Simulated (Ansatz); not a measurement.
**Cs on Mg(0001): change of the work function**

How does one ordered layer of Cs (fcc site) change the work function of Mg(0001), and what dipole does each adsorbate carry?

Calculated with Ansatz 0.2.0; plane-wave DFT, PBE, Ansatz PAW.

## (1) Set-up

The cell holds 4 atoms: 4 Mg. Cell: a = 3.210 Å, b = 3.210 Å, c = 25.820 Å, α = 90.0°, β = 90.0°, γ = 60.0°. Vacuum lies along c.

Coordinates:

```cif
data_structure
_symmetry_space_group_name_H-M 'P 1'
_symmetry_Int_Tables_number 1
_cell_length_a 3.2100
_cell_length_b 3.2100
_cell_length_c 25.8196
_cell_angle_alpha 90.000
_cell_angle_beta 90.000
_cell_angle_gamma 60.000
_cell_volume 230.40
loop_
_atom_site_label
_atom_site_type_symbol
_atom_site_fract_x
_atom_site_fract_y
_atom_site_fract_z
_atom_site_occupancy
Mg1 Mg 0.66667 0.66667 0.34857 1
Mg2 Mg 0.00000 0.00000 0.44952 1
Mg3 Mg 0.66667 0.66667 0.55048 1
Mg4 Mg 0.00000 0.00000 0.65143 1
```

## (2) The clean slab

The bare slab comes first, as the zero from which every change is counted. The two lowest layers are held at bulk places and the upper ones relax. The dipole correction removes the false field that a one-sided slab makes across the periodic vacuum, so each face gets a flat vacuum level of its own.

input.yaml

```yaml
crystal:
  lattice:
    - [3.21, 0.0, 0.0]
    - [1.605, 2.7799415461, 0.0]
    - [0.0, 0.0, 25.81956]
  atoms:
    - { symbol: Mg, position: [0.6666666667, 0.6666666667, 0.3485729424] }
    - { symbol: Mg, position: [0.0, 0.0, 0.4495243141] }
    - { symbol: Mg, position: [0.6666666667, 0.6666666667, 0.5504756859] }
    - { symbol: Mg, position: [0.0, 0.0, 0.6514270576] }
kpoints:
  mp_grid: { grid: [12, 12, 1] }
hamiltonian:
  xc: pbe
scf:
  occupations: { method: fermi_dirac, width: 0.1 }
  convergence: { dr2_threshold: 1.0e-08 }
efield:
  axis: 3
  dipole_correction: true
  ramp_position: 0.97
  ramp_width: 0.06
relax:
  f_tol: 0.02
  max_steps: 60
  constraints: [{ sites: [0, 1] }]
output:
  write_potential: true
  write_density: true
  volumetric_format: npy
```

On the command line:

```bash
$ ansatz run input.yaml --threads 2 --pin off --max-ram 3072MiB --backend cpu --events-out ev --progress --plain --runs-dir out
```

Numbers of over 12 decimals in the logs are rounded to 6 here.

What it wrote:

```text
Engine: ansatz 0.2.0, aarch64-unknown-linux-gnu
Pseudopotentials: kind: paw
Pseudopotential: Mg, paw, valence charge 10, recommended cutoff 420 eV (normal), Mg.paw.azcp
Functional definition: PBE
  parameter kappa = 0.804
  parameter beta = 0.066725
  exchange = pbe_x(kappa = kappa, mu = beta*pi^2/3)
  correlation = pbe_c(beta = beta)
Crystal: 4 atoms, lattice volume = 230.404 Å³
Basis set: ecut = 420 eV, 4575 PW (Γ), exchange–correlation on 48×48×360 points (8 copies of the dense FFT grid, shifted against one another)
Bands: 24, of which v1, the nominal top of the filled ones, is band 20 counted from 1 (19 counted from 0)
Symmetry: 6 space group operations
k-points: 19 of 144 (time reversal used)
Non-local potential: Mg, projectors of the file, l = 0: 3, l = 1: 2, l = 2: 1
PAW form: soft (Blöchl's): semilocal exchange-correlation on the pseudo side does not see the compensation charge
PAW one-centre angular grid: Mg, 110 points (default); XC on 64 Gauss nodes
Initial density: superposition of atomic densities (neutral atoms: chi_scale 0, normalization atom), corrected by the library's trained network
Initial wavefunctions: pseudopotential atomic-orbital guess
Functional: x = pbe(κ = 0.804, μ = 0.219515), c = pbe(β = 0.066725)
SCF iter   1: F=—  HF=-7694.613554 eV  |F-HF|=—  |Δ(HF+E_count)|=         —  Δρ=7.47e-4  dr2=5.39e-3  ethr=1.77e-3  p=0.000 e·Å  D=2.46e-14 V/Å  ΔV_dip=-0.00 eV  dr2_dipole=1.19e-8  V_vac-E_F(+/−)=3.79/3.79 eV  ⟨swp⟩=8.1  Hψ=2477  notcnv=0
efield: sawtooth ramp at fractional position 0.9700 (set: `efield.ramp_position`, or a place that a band, a saddle search or an elastic batch's reference lends), width 0.0600; the density the first Hamiltonian is built on has a dipole p = 0.000 e·Å; the dipole correction subtracts the counter field D = 2.46e-14 V/Å, which shifts the + side's vacuum level by -0.00 eV against the − side's; the planar-averaged density in the ramp window peaks in size at 1.5e-5 e/Å³
preconditioner: auto → LDOS  [metal: Δε(μ)=0.163 eV  Ē_g=4.548 eV  σ=0.100 eV  W_gap=0.39  n_scr=16 (ndim 8)  ℏωp=6.9 eV  f_vac=0.528  D(μ)=2.23/eV (n_scr^D=10)  β→1.0]
SCF iter   2: F=—  HF=-7694.613892 eV  |F-HF|=—  |Δ(HF+E_count)|=   3.38e-4  Δρ=2.82e-4  dr2=3.90e-4  ethr=1.35e-5  p=0.000 e·Å  D=1.21e-5 V/Å  ΔV_dip=-0.00 eV  dr2_dipole=1.36e-8  V_vac-E_F(+/−)=3.82/3.82 eV  ⟨swp⟩=2.1  Hψ=706  notcnv=0
SCF iter   3: F=—  HF=-7694.613926 eV  |F-HF|=—  |Δ(HF+E_count)|=   3.33e-5  Δρ=9.30e-5  dr2=4.23e-5  ethr=9.74e-7  p=-0.000 e·Å  D=-5.84e-8 V/Å  ΔV_dip=0.00 eV  dr2_dipole=1.53e-10  V_vac-E_F(+/−)=3.80/3.80 eV  ⟨swp⟩=2.3  Hψ=617  notcnv=0
SCF iter   4: F=—  HF=-7694.613948 eV  |F-HF|=—  |Δ(HF+E_count)|=   2.23e-5  Δρ=2.68e-5  dr2=4.91e-6  ethr=1.06e-7  p=-0.000 e·Å  D=-1.95e-7 V/Å  ΔV_dip=0.00 eV  dr2_dipole=4.52e-11  V_vac-E_F(+/−)=3.79/3.79 eV  ⟨swp⟩=2.0  Hψ=527  notcnv=0
SCF iter   5: F=—  HF=-7694.613928 eV  |F-HF|=—  |Δ(HF+E_count)|=   1.99e-5  Δρ=6.90e-6  dr2=4.91e-7  ethr=1.23e-8  p=-0.000 e·Å  D=-1.86e-7 V/Å  ΔV_dip=0.00 eV  dr2_dipole=4.79e-11  V_vac-E_F(+/−)=3.79/3.79 eV  ⟨swp⟩=2.1  Hψ=509  notcnv=0
SCF iter   6: F=—  HF=-7694.613928 eV  |F-HF|=—  |Δ(HF+E_count)|=   2.89e-7  Δρ=1.60e-6  dr2=2.03e-8  ethr=1.23e-9  p=-0.000 e·Å  D=-9.73e-8 V/Å  ΔV_dip=0.00 eV  dr2_dipole=1.13e-12  V_vac-E_F(+/−)=3.79/3.79 eV  ⟨swp⟩=2.0  Hψ=530  notcnv=0
SCF iter   7: F=-7694.613928 eV  HF=-7694.613928 eV  |F-HF|=7.69e-10  |Δ(HF+E_count)|=   7.80e-9  Δρ=3.80e-7  dr2=3.40e-10  ethr=2.50e-11  p=-0.000 e·Å  D=-8.33e-9 V/Å  ΔV_dip=0.00 eV  dr2_dipole=6.67e-13  V_vac-E_F(+/−)=3.79/3.79 eV  ⟨swp⟩=8.7  Hψ=2644  notcnv=0
SCF 1 converged in 7 iterations: F = -7694.613928 eV  dr2 = 3.40e-10
  greatest PAW one-centre occupation: 1.000 electrons in one spin orbital (limit 2), on the Mg atom at site 2 (counted from 0), in its partial waves of l = 0
relax step   1: F+E_penalty+E_count = -7694.61392834 eV  Δ(F+E_penalty+E_count) = +0.000e0 eV  max|allowed force component| = 4.415e-2 eV/Å  Δτ_max = 0.0000 Å  (7 SCF iters, accepted)
Initial density: handed on by an earlier stage of this run
Initial wavefunctions: those handed on with the density
iter 1 solved again at ethr=7.55e-6 eV; its pass at ethr=3.10e-3 eV (dr2=3.02e-3 eV) is discarded
SCF iter   1: F=—  HF=-7694.614722 eV  |F-HF|=—  |Δ(HF+E_count)|=         —  Δρ=2.19e-4  dr2=9.85e-4  ethr=7.55e-6  p=-0.000 e·Å  D=-2.46e-8 V/Å  ΔV_dip=0.00 eV  dr2_dipole=5.18e-5  V_vac-E_F(+/−)=3.79/3.79 eV  ⟨swp⟩=2.3  Hψ=1585  notcnv=0
efield: sawtooth ramp at fractional position 0.9700 (set: `efield.ramp_position`, or a place that a band, a saddle search or an elastic batch's reference lends), width 0.0600; the density the first Hamiltonian is built on has a dipole p = -0.000 e·Å; the dipole correction subtracts the counter field D = -2.46e-8 V/Å, which shifts the + side's vacuum level by +0.00 eV against the − side's; the planar-averaged density in the ramp window peaks in size at 3.7e-7 e/Å³
preconditioner: auto → LDOS  [metal: Δε(μ)=0.173 eV  Ē_g=4.535 eV  σ=0.100 eV  W_gap=0.41  n_scr=16 (ndim 8)  ℏωp=6.9 eV  f_vac=0.529  D(μ)=2.24/eV (n_scr^D=10)  β→1.0]
SCF iter   2: F=—  HF=-7694.614661 eV  |F-HF|=—  |Δ(HF+E_count)|=   6.12e-5  Δρ=7.35e-5  dr2=3.77e-5  ethr=2.46e-6  p=-0.000 e·Å  D=-6.75e-5 V/Å  ΔV_dip=0.00 eV  dr2_dipole=1.71e-6  V_vac-E_F(+/−)=3.79/3.79 eV  ⟨swp⟩=2.0  Hψ=503  notcnv=0
SCF iter   3: F=—  HF=-7694.614688 eV  |F-HF|=—  |Δ(HF+E_count)|=   2.78e-5  Δρ=2.08e-5  dr2=3.89e-6  ethr=9.43e-8  p=0.000 e·Å  D=9.60e-5 V/Å  ΔV_dip=-0.00 eV  dr2_dipole=1.74e-10  V_vac-E_F(+/−)=3.79/3.79 eV  ⟨swp⟩=2.0  Hψ=776  notcnv=0
SCF iter   4: F=—  HF=-7694.614664 eV  |F-HF|=—  |Δ(HF+E_count)|=   2.43e-5  Δρ=5.71e-6  dr2=4.02e-7  ethr=9.72e-9  p=0.000 e·Å  D=1.11e-4 V/Å  ΔV_dip=-0.00 eV  dr2_dipole=1.72e-8  V_vac-E_F(+/−)=3.79/3.79 eV  ⟨swp⟩=2.0  Hψ=522  notcnv=0
SCF iter   5: F=-7694.614664 eV  HF=-7694.614664 eV  |F-HF|=2.85e-9  |Δ(HF+E_count)|=   3.01e-8  Δρ=1.43e-6  dr2=7.85e-9  ethr=2.50e-11  p=0.000 e·Å  D=1.31e-4 V/Å  ΔV_dip=-0.00 eV  dr2_dipole=1.10e-9  V_vac-E_F(+/−)=3.79/3.79 eV  ⟨swp⟩=7.8  Hψ=2951  notcnv=0
SCF 2 converged in 5 iterations: F = -7694.614664 eV  dr2 = 7.85e-9
  greatest PAW one-centre occupation: 1.000 electrons in one spin orbital (limit 2), on the Mg atom at site 1 (counted from 0), in its partial waves of l = 0
relax step   2: F+E_penalty+E_count = -7694.61466413 eV  Δ(F+E_penalty+E_count) = -7.358e-4 eV  max|allowed force component| = 1.544e-2 eV/Å  Δτ_max = 0.0287 Å  (5 SCF iters, accepted)
NSCF: frozen V_eff on 19 k-points
the band table was solved once a step of the walk had ended and its energy, with any forces and stress, was formed, with the checks that follow a solve (2497 applications of the Hamiltonian). They found nothing against the state; the energy, forces and stress were not computed again (output.eigenvalues in the input reference)
WARN: The output density's exchange-correlation potential varies sharply where the density is thin. Do not read a vacuum level from v_tot or v_xc, or from such a field of the output density. On a cell that repeats whose density bears no net charge and no dipole along the vacuum's axis use v_es (v_loc + v_h of the components); under efield.dipole_correction with no amplitude use v_es + v_field, which holds any externa [...]
SCF converged after 5 iterations
Free energy (F): -7694.614664 eV
Harris-Foulkes:  -7694.614664 eV  (|F-HF|=2.85e-9)
Internal energy: -7694.543245 eV  (E = F + TS)
E sigma→0 (E₀):  -7694.578954 eV
Entropy (-TS):   -0.071420 eV (-17.855 meV/atom)
Fermi energy:    0.029478 eV
Dipole field:    D = 0.000172 V/Å  (p = 0.000219 e·Å, saw-weighted, corrected)
Work function:   Φ+ = 3.7873 eV   Φ− = 3.7918 eV
Levels:          The Fermi level and band energies are counted from a zero that moves with the ramp; work functions are not
--- Per-component energies (eV) ---
  E_band       = -1655.090316
  E_kinetic    = 297.500953
  E_local      = -32041.579430  (includes V_loc(G=0)·N_el)
  E_nonlocal   = 383.077104
  E_hartree    = 14982.417556
  E_xc         = -112.093321
  E_vxc        = -144.525410  (∫ρ·V_xc dr)
  E_paw        = -1170.697246  (= ΣΔE_a)
  E_vpaw       = -114.398191  (= ΣTr[D̂ρ^β])
  E_aug_tail   = -0.000015  (compensation charges beyond the density's cutoff)
  E_efield     = 0.000000  (sawtooth field / dipole correction)
  E_vefield    = -0.000058  (∫n·V_field dr)
  E_ewald      = 9966.831155
  E_smearing   = -0.071420  (= −TS)
  E_closure    = 0.000000  (closes the sum)
  Σ components = -7694.614664   (vs F -7694.614664, Δ=0.00e0)
--- Forces (eV/Å), atoms counted from 1 ---
  atom   1  Mg    -0.00000000     0.00000000    -0.04352532
  atom   2  Mg     0.00000000    -0.00000000     0.03942642
  atom   3  Mg    -0.00000000     0.00000000    -0.01135304
  atom   4  Mg     0.00000000    -0.00000000     0.01543568
  max |Σ_I F_I| component: 1.63e-5 eV/Å
--- Band table (eV; the first three rows and the last of 19) ---
  k-point 0: bands = [... 16 lower, -6.5118, -5.7358, -4.4563, -2.7079, -0.9499, 1.2324, 2.8336, 3.6962]
  k-point 1: bands = [... 16 lower, -6.3761, -5.6010, -4.3227, -2.5750, -0.8237, 1.3598, 2.9633, 3.8279]
  k-point 2: bands = [... 16 lower, -5.9704, -5.1979, -3.9232, -2.1781, -0.4451, 1.7374, 3.3475, 4.2198]
  k-point 18: bands = [... 16 lower, -0.2640, -0.2571, -0.2503, 0.4095, 0.4203, 0.4303, 1.5893, 2.1911]
--- Relaxed structure (2 steps of the walk, 2 accepted, 0 SCFs on fresh bases) ---
  F+E_penalty+E_count = -7694.61466413 eV   max|allowed force component| = 1.544e-2 eV/Å
  atoms:
    - { symbol: Mg, position: [0.666667, 0.666667, 0.348573] }
    - { symbol: Mg, position: [0.0, 0.0, 0.449524] }
    - { symbol: Mg, position: [0.666667, 0.666667, 0.550673] }
    - { symbol: Mg, position: [0, 0, 0.652538] }
```

It took 7.3 s on 2 threads of Arm Neoverse V1, shared host; peak memory 0.43 GiB; 14 s of CPU time.

Step by step:

```csv
step,energy less that of the first step (eV),largest force component (eV/Å)
1,0.0000,0.0442
2,-0.0007,0.0154
```

The run keeps the 6 symmetry operations that it works with, so distortions that break them were not tested.

The atoms that moved most (Å):

```csv
atom,dx,dy,dz,length
Mg4,0.000,0.000,0.029,0.029
Mg3,0.000,0.000,0.005,0.005
```

Final coordinates:

```xyz
4
Lattice="3.2100 0.0000 0.0000 1.6050 2.7799 0.0000 0.0000 0.0000 25.8196" Properties=species:S:1:pos:R:3
Mg    3.2100    1.8533    9.0000
Mg    0.0000    0.0000   11.6065
Mg    3.2100    1.8533   14.2181
Mg    0.0000    0.0000   16.8482
```

Numbers from this step:

```
energy at zero smearing   : -7694.5790 eV
work function, upper face : 3.787 eV
dipole along the normal   : 2.19e-4 e·Å
```

Running mean over 2.60652 Å of the planar mean; the ramp of the sawtooth is left out. Table of electron's electrostatic potential energy less the Fermi level by z:

```csv
z (Å),electron's electrostatic potential energy less the Fermi level (eV)
3.5,3.79
4.0,3.79
4.5,3.79
5.0,3.78
5.5,3.74
6.0,3.64
6.5,3.35
7.0,2.60
7.5,0.686
8.0,-2.09
8.5,-3.58
9.0,-4.02
9.5,-4.07
10.0,-4.04
10.5,-4.02
11.0,-4.01
11.5,-4.00
12.0,-3.99
12.5,-3.98
13.0,-3.98
13.5,-3.99
14.0,-4.00
14.5,-3.99
15.0,-3.95
15.5,-3.89
16.0,-3.97
16.5,-4.06
17.0,-3.95
17.5,-3.30
18.0,-1.31
18.5,1.45
19.0,2.90
19.5,3.47
20.0,3.68
20.5,3.75
21.0,3.78
21.5,3.78
22.0,3.79
22.5,3.79
```

The relaxation took 2 steps and lowered the energy by 7.4e-4 eV; the largest force on the free atoms ends at 0.015 eV/Å.

The work function of the upper face is 3.79 eV.

(Part 1 of 2 ends here.)

[Logs are printed without paths, hosts, clocks, repeated set-up lines and the standing remarks that a program may print on its own settings, such as how far it seeks lower states.]

[Hosts, paths, dates, database ids (printed as entryN), source tags and the programs' standing remarks are cut or masked in the printed files.]

[Maps of the electrostatic potential energy from Ansatz leave out the sawtooth potential of an applied field or a dipole correction, so their vacuum need not be flat; planar profiles and work functions include it.]
